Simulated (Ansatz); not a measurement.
# SiC (Moissanite 3C, F-43m): zone-centre modes against carrier density, part 2 of 2

Aim: how far do free carriers move the optical modes of SiC (Moissanite 3C, F-43m)?

Ansatz 0.2.0; DFT LDA, scalar-relativistic, plane waves, PAW; PAW set soft_1.

So far. Step 3 (Tight relaxation): The forces vanish by symmetry and the pressure is 0.000 GPa, within the tolerances set. The cell now holds 10.14 Å³/atom. Step 4 (Ground state of a member: no carriers): The forces vanish by symmetry. The relaxed cell has a = 4.329 Å (conventional setting).

### 5. Zone-centre modes of the member: no carriers

Phonons follow from the second derivative of the energy, found here by linear response.

The zone-centre modes follow for no carriers.

input.yaml reads:

```yaml
crystal:
  lattice:
    - [0.0, 2.1645341324, 2.1645341324]
    - [2.1645341324, 0.0, 2.1645341324]
    - [2.1645341324, 2.1645341324, 0.0]
  atoms:
    - { symbol: C, position: [0.75, 0.75, 0.75] }
    - { symbol: Si, position: [0.0, 0.0, 0.0] }
kpoints:
  mp_grid: { grid: [36, 36, 36] }
hamiltonian:
  xc: lda
  pseudopotentials: { kind: paw, azcp: { folder: soft_1 }, xc_functional: pbe }
scf:
  occupations: { method: fermi_dirac, width: 0.03 }
output:
  eigenvalues: true
phonons:
  method: dfpt
```

Run with:

```sh
ansatz run input.yaml --threads 8 --pin off --max-ram 16384MiB --backend cpu --events-out ev --progress --plain --runs-dir out
```

Numbers of over 12 decimals in the logs are rounded to 6 here.

The program printed:

```text
zone centre: on kpoints.mp_grid the ground state, and the responses unless they are solved on pairs of k-points, stand on 3349 of the mesh's 46656 k-points, reduced under 8 symmetry operations, with k and −k counted as one. Each operation leaves every solved displacement unchanged or reverses it
[...]
Crystal: 2 atoms, lattice volume = 20.283 Å³
Basis set: ecut = 420 eV, 411 PW (Γ), exchange–correlation on 48×48×48 points (8 copies of the dense FFT grid, shifted against one another)
Bands: 8, of which v1, the nominal top of the filled ones, is band 4 counted from 1 (3 counted from 0)
Symmetry: 24 space group operations
k-points: 3349 of 46656 (irreducible under 8 space group operations, time reversal used)
[...]
SCF iter   1: F=—  HF=-853.799644 eV  |F-HF|=—  |Δ(HF+E_count)|=         —  Δρ=1.41e-1  dr2=4.89e0  ethr=3.10e-3  ⟨swp⟩=6.1  Hψ=230864  notcnv=0
[...]
SCF iter   8: F=-852.205144 eV  HF=-852.205144 eV  |F-HF|=2.27e-13  |Δ(HF+E_count)|=  5.41e-11  Δρ=1.29e-7  dr2=1.35e-12  ethr=1.00e-12  ⟨swp⟩=4.9  Hψ=125435  notcnv=0
SCF 1 converged in 8 iterations: F = -852.205144 eV  dr2 = 1.35e-12
[...]
DFPT response loops at Γ: preconditioner auto → none (the input reference at scf.mixing.eps_inf says where Resta's filter doesn't serve); β = 0.50; Broyden in place of MSR1
SCF converged after 8 iterations
Free energy (F): -852.205144 eV
[...]
Internal energy: -852.205144 eV  (E = F + TS)
E sigma→0 (E₀):  -852.205144 eV
Fermi energy:    10.185170 eV
[...]
--- Band table (eV; the first three rows and the last of 3349) ---
[...]
--- Phonons (Γ-DFPT): 2 representative perturbations + reference, on 3349 of 46656 k-points (Σ response iterations 6) ---
  k mesh reduced under 8 symmetry operations, with k and −k counted as one. Each operation leaves every solved displacement unchanged or reverses it
  ASR residual: 6.762e-5 → 0.000e0 eV/Å²; symmetrization residual: 1.295e-7 eV/Å²
  ASR residual per site (eV/Å²): 6.76e-5 1.22e-5
  Γ frequencies (cm⁻¹): 0.00 0.00 0.00 797.81 797.81 797.81
  non-analytic LO–TO correction: not included (Born effective charges unavailable; polar crystals: no LO–TO splitting at Γ)
```

Elapsed: 28 s, on 8 threads of Arm Neoverse V1, shared host; peak memory 1.8 GiB; 3.1 min of CPU time.

This step gave:

```
sum-rule residual before enforcement                    : 6.76e-5 eV/Å²
point group                                             : -43m
highest optical mode at the zone centre (no LO-TO term) : 797.8 cm⁻¹
lowest optical zone-centre mode                         : 797.8 cm⁻¹
```

Without the LO-TO term. Patterns of degenerate modes are one choice out of their space. The modes at Γ (shares of kinetic energy by element, %):

```tsv
mode	frequency (cm⁻¹)	symmetry	C %	Si %
1	0.0	acoustic	30	70
2	0.0	acoustic	30	70
3	0.0	acoustic	30	70
4	797.8	T2	70	30
5	797.8	T2	70	30
6	797.8	T2	70	30
```

Displacements in mode 4 (797.8 cm⁻¹), the largest set to 1:
```
C1   1.00  0.00  0.00
Si2 -0.43  0.00  0.00
```

The optical mode without the LO-TO term lies at 797.8 cm⁻¹.

### 6. Ground state of a member: 15 × 10²⁰ electrons per cm³

The cell of the neutral crystal is kept with 15 × 10²⁰ electrons per cm³, balanced by a uniform background. The bands are sampled on 36×36×36 points with Fermi-Dirac filling of 0.03 eV.

Edit input.yaml of step 5 so:

```diff
@@ -8,2 +8,3 @@
     - { symbol: Si, position: [0.0, 0.0, 0.0] }
+total_charge: -0.030424
 kpoints:
@@ -16,4 +17,4 @@
 output:
+  forces: true
+  stress: true
   eigenvalues: true
-phonons:
-  method: dfpt
```

The program printed:

```text
[...]
Crystal: 2 atoms, lattice volume = 20.283 Å³
Basis set: ecut = 420 eV, 411 PW (Γ)
Bands: 9, of which v1, the nominal top of the filled ones, is band 4 counted from 1 (3 counted from 0)
Symmetry: 24 space group operations
[...]
k-points: 1240 of 46656 (time reversal used)
[...]
Internal energy: -851.864993 eV  (E = F + TS)
E sigma→0 (E₀):  -851.865113 eV
Entropy (-TS):   -0.000240 eV (-0.120 meV/atom)
Fermi energy:    11.408915 eV
[...]
--- Stress (GPa, compression-positive) ---
       -1.476551       0.000000      -0.000000
        0.000000      -1.476551       0.000000
       -0.000000       0.000000      -1.476551
  P = ⅓ Tr σ = -1.4766 GPa (-14.766 kbar)
--- Band table (eV; the first three rows and the last of 1240) ---
[...]
[key lines of the parts left out:]
SCF converged after 7 iterations
Free energy (F): -851.865233 eV
```

Wall time 4.2 s (8 threads); peak memory 0.62 GiB; 30 s of CPU time.

The forces vanish by symmetry.

### 7. Modes of this member: 15 × 10²⁰ electrons per cm³

The zone-centre modes follow for 15 × 10²⁰ electrons per cm³.

Edit input.yaml of step 6 so:

```diff
@@ -17,4 +17,4 @@
 output:
-  forces: true
-  stress: true
   eigenvalues: true
+phonons:
+  method: dfpt
```

The program printed:

```text
[...]
Crystal: 2 atoms, lattice volume = 20.283 Å³
Basis set: ecut = 420 eV, 411 PW (Γ), exchange–correlation on 48×48×48 points (8 copies of the dense FFT grid, shifted against one another)
Bands: 9, of which v1, the nominal top of the filled ones, is band 4 counted from 1 (3 counted from 0)
Symmetry: 24 space group operations
k-points: 3349 of 46656 (irreducible under 8 space group operations, time reversal used)
[...]
Free energy (F): -851.865233 eV
[...]
Internal energy: -851.864993 eV  (E = F + TS)
E sigma→0 (E₀):  -851.865113 eV
Entropy (-TS):   -0.000240 eV (-0.120 meV/atom)
Fermi energy:    11.408913 eV
[...]
--- Band table (eV; the first three rows and the last of 3349) ---
[...]
ASR residual: 4.766e-5 → 0.000e0 eV/Å²; symmetrization residual: 2.214e-7 eV/Å²
  ASR residual per site (eV/Å²): 4.77e-5 5.43e-6
  Γ frequencies (cm⁻¹): 0.00 0.00 0.00 794.62 794.62 794.62
[...]
[key lines of the parts left out:]
SCF converged after 8 iterations
```

Elapsed: 29 s, on 8 threads; peak memory 1.8 GiB; 3.3 min of CPU time.

Numbers from this step:

| Item | Value |
| --- | --- |
| sum-rule residual before enforcement | 4.77e-5 eV/Å² |
| highest optical mode at the zone centre (no LO-TO term) | 794.6 cm⁻¹ |
| lowest optical zone-centre mode | 794.6 cm⁻¹ |

Without the LO-TO term. Patterns of degenerate modes are one choice out of their space. Modes at Γ, with each element's share of the kinetic energy:

```tsv
mode	frequency (cm⁻¹)	symmetry	C %	Si %
1	0.0	acoustic	30	70
2	0.0	acoustic	30	70
3	0.0	acoustic	30	70
4	794.6	T2	70	30
5	794.6	T2	70	30
6	794.6	T2	70	30
```

The optical mode without the LO-TO term lies at 794.6 cm⁻¹.

### 8. A check on a coarser mesh: 2 × 10²⁰ electrons per cm³

To see what the mesh is worth, the run for 2 × 10²⁰ electrons per cm³ is repeated on 29×29×29 points.

Edit input.yaml of step 7 so:

```diff
@@ -8,5 +8,5 @@
     - { symbol: Si, position: [0.0, 0.0, 0.0] }
-total_charge: -0.030424
+total_charge: -0.004057
 kpoints:
-  mp_grid: { grid: [36, 36, 36] }
+  mp_grid: { grid: [29, 29, 29] }
 hamiltonian:
```

The program printed:

```text
[...]
Crystal: 2 atoms, lattice volume = 20.283 Å³
Basis set: ecut = 420 eV, 411 PW (Γ), exchange–correlation on 48×48×48 points (8 copies of the dense FFT grid, shifted against one another)
Bands: 9, of which v1, the nominal top of the filled ones, is band 4 counted from 1 (3 counted from 0)
Symmetry: 24 space group operations
k-points: 1800 of 24389 (irreducible under 8 space group operations, time reversal used)
[...]
Free energy (F): -852.160953 eV
[...]
Internal energy: -852.160851 eV  (E = F + TS)
E sigma→0 (E₀):  -852.160902 eV
Entropy (-TS):   -0.000102 eV (-0.051 meV/atom)
Fermi energy:    10.961730 eV
[...]
--- Band table (eV; the first three rows and the last of 1800) ---
[...]
ASR residual: 4.249e-5 → 0.000e0 eV/Å²; symmetrization residual: 2.242e-7 eV/Å²
  ASR residual per site (eV/Å²): 4.25e-5 2.76e-7
  Γ frequencies (cm⁻¹): 0.00 0.00 0.00 797.40 797.40 797.40
[...]
[key lines of the parts left out:]
SCF converged after 8 iterations
```

It took 16 s on 8 threads; peak memory 1.1 GiB.

Numbers from this step:

```
sum-rule residual before enforcement                    : 4.25e-5 eV/Å²
highest optical mode at the zone centre (no LO-TO term) : 797.4 cm⁻¹
lowest optical zone-centre mode                         : 797.4 cm⁻¹
```

The highest mode comes at 797.4 cm⁻¹, against 797.4 cm⁻¹ on 36×36×36 points.

### 9. A check on a coarser mesh: 10 × 10²⁰ electrons per cm³

To see what the mesh is worth, the run for 10 × 10²⁰ electrons per cm³ is repeated on 29×29×29 points.

Edit input.yaml of step 8 so:

```diff
@@ -8,3 +8,3 @@
     - { symbol: Si, position: [0.0, 0.0, 0.0] }
-total_charge: -0.004057
+total_charge: -0.020283
 kpoints:
```

The program printed:

```text
[...]
Crystal: 2 atoms, lattice volume = 20.283 Å³
Basis set: ecut = 420 eV, 411 PW (Γ), exchange–correlation on 48×48×48 points (8 copies of the dense FFT grid, shifted against one another)
Bands: 9, of which v1, the nominal top of the filled ones, is band 4 counted from 1 (3 counted from 0)
Symmetry: 24 space group operations
k-points: 1800 of 24389 (irreducible under 8 space group operations, time reversal used)
[...]
Free energy (F): -851.980251 eV
[...]
Internal energy: -851.980092 eV  (E = F + TS)
E sigma→0 (E₀):  -851.980172 eV
Entropy (-TS):   -0.000159 eV (-0.079 meV/atom)
Fermi energy:    11.272566 eV
[...]
--- Band table (eV; the first three rows and the last of 1800) ---
[...]
ASR residual: 4.464e-5 → 0.000e0 eV/Å²; symmetrization residual: 2.242e-7 eV/Å²
  ASR residual per site (eV/Å²): 4.46e-5 2.87e-6
  Γ frequencies (cm⁻¹): 0.00 0.00 0.00 795.72 795.72 795.72
[...]
[key lines of the parts left out:]
SCF converged after 8 iterations
```

The job ended after 16 s (8 threads; peak memory 1.1 GiB).

This step gave:

```
sum-rule residual before enforcement                    : 4.46e-5 eV/Å²
highest optical mode at the zone centre (no LO-TO term) : 795.7 cm⁻¹
lowest optical zone-centre mode                         : 795.7 cm⁻¹
```

The highest mode comes at 795.7 cm⁻¹, against 795.7 cm⁻¹ on 36×36×36 points.

### 10. All members side by side

The members are set side by side, also those not shown above.

Electrons count positive and holes negative; without the LO-TO term; modes are tracked from the neutral crystal by their patterns, and those within 0.3 cm⁻¹ of each other stand once; the cell of the neutral crystal is kept and the atoms are relaxed where symmetry leaves them free; all runs use 36×36×36 k points and Fermi-Dirac smearing of 0.03 eV. Optical modes along the series:

```tsv
carriers (10²⁰ cm⁻³)	mode 4 T2 (cm⁻¹)
0	797.8
1	797.6
2	797.4
4	797
6	796.6
10	795.7
15	794.6
```

### 11. Summary of results

| Quantity | Value |
| --- | --- |
| members | 7 |
| mode | mode 4 T2 |
| its frequency without carriers | 797.81 cm⁻¹ |
| its frequency at 15 × 10²⁰ cm⁻³ | 794.62 cm⁻¹ |

**Reading.** At 15 × 10²⁰ electrons per cm³ the optical mode has moved by -3.19 cm⁻¹ from 797.81 cm⁻¹. At 2 and 10 × 10²⁰ cm⁻³ the coarser mesh moves the optical modes by up to 0.02 cm⁻¹, a measure of the error left by the mesh there. The response is adiabatic: the carriers follow the ions at once. Where they cannot, as for a zone-centre mode faster than their scattering, measured shifts differ, and line shapes are not given here. The background stands for dopants without their size, scattering or local bonds, and the cell is that of the neutral crystal, although carriers also change the volume at rest, which would shift the modes as well. In a polar crystal the carriers also screen the field of the longitudinal modes, often the largest effect; only modes without that field are treated here. These are harmonic frequencies of a static lattice, with warm electrons: anharmonic shifts, linewidths and thermal expansion are left out. The PAW files were made for PBE; the program adapts parts of them to the functional of the run, but their partial waves stay those of PBE, an approximation that was not tested in this session. Only the zone centre was solved, so an instability at another wavevector cannot show here.

[Logs are printed without paths, hosts, clocks, repeated set-up lines and the standing remarks that a program may print on its own settings, such as how far it seeks lower states.]

[Hosts, paths, dates, database ids (printed as entryN), source tags and the programs' standing remarks are cut or masked in the printed files.]
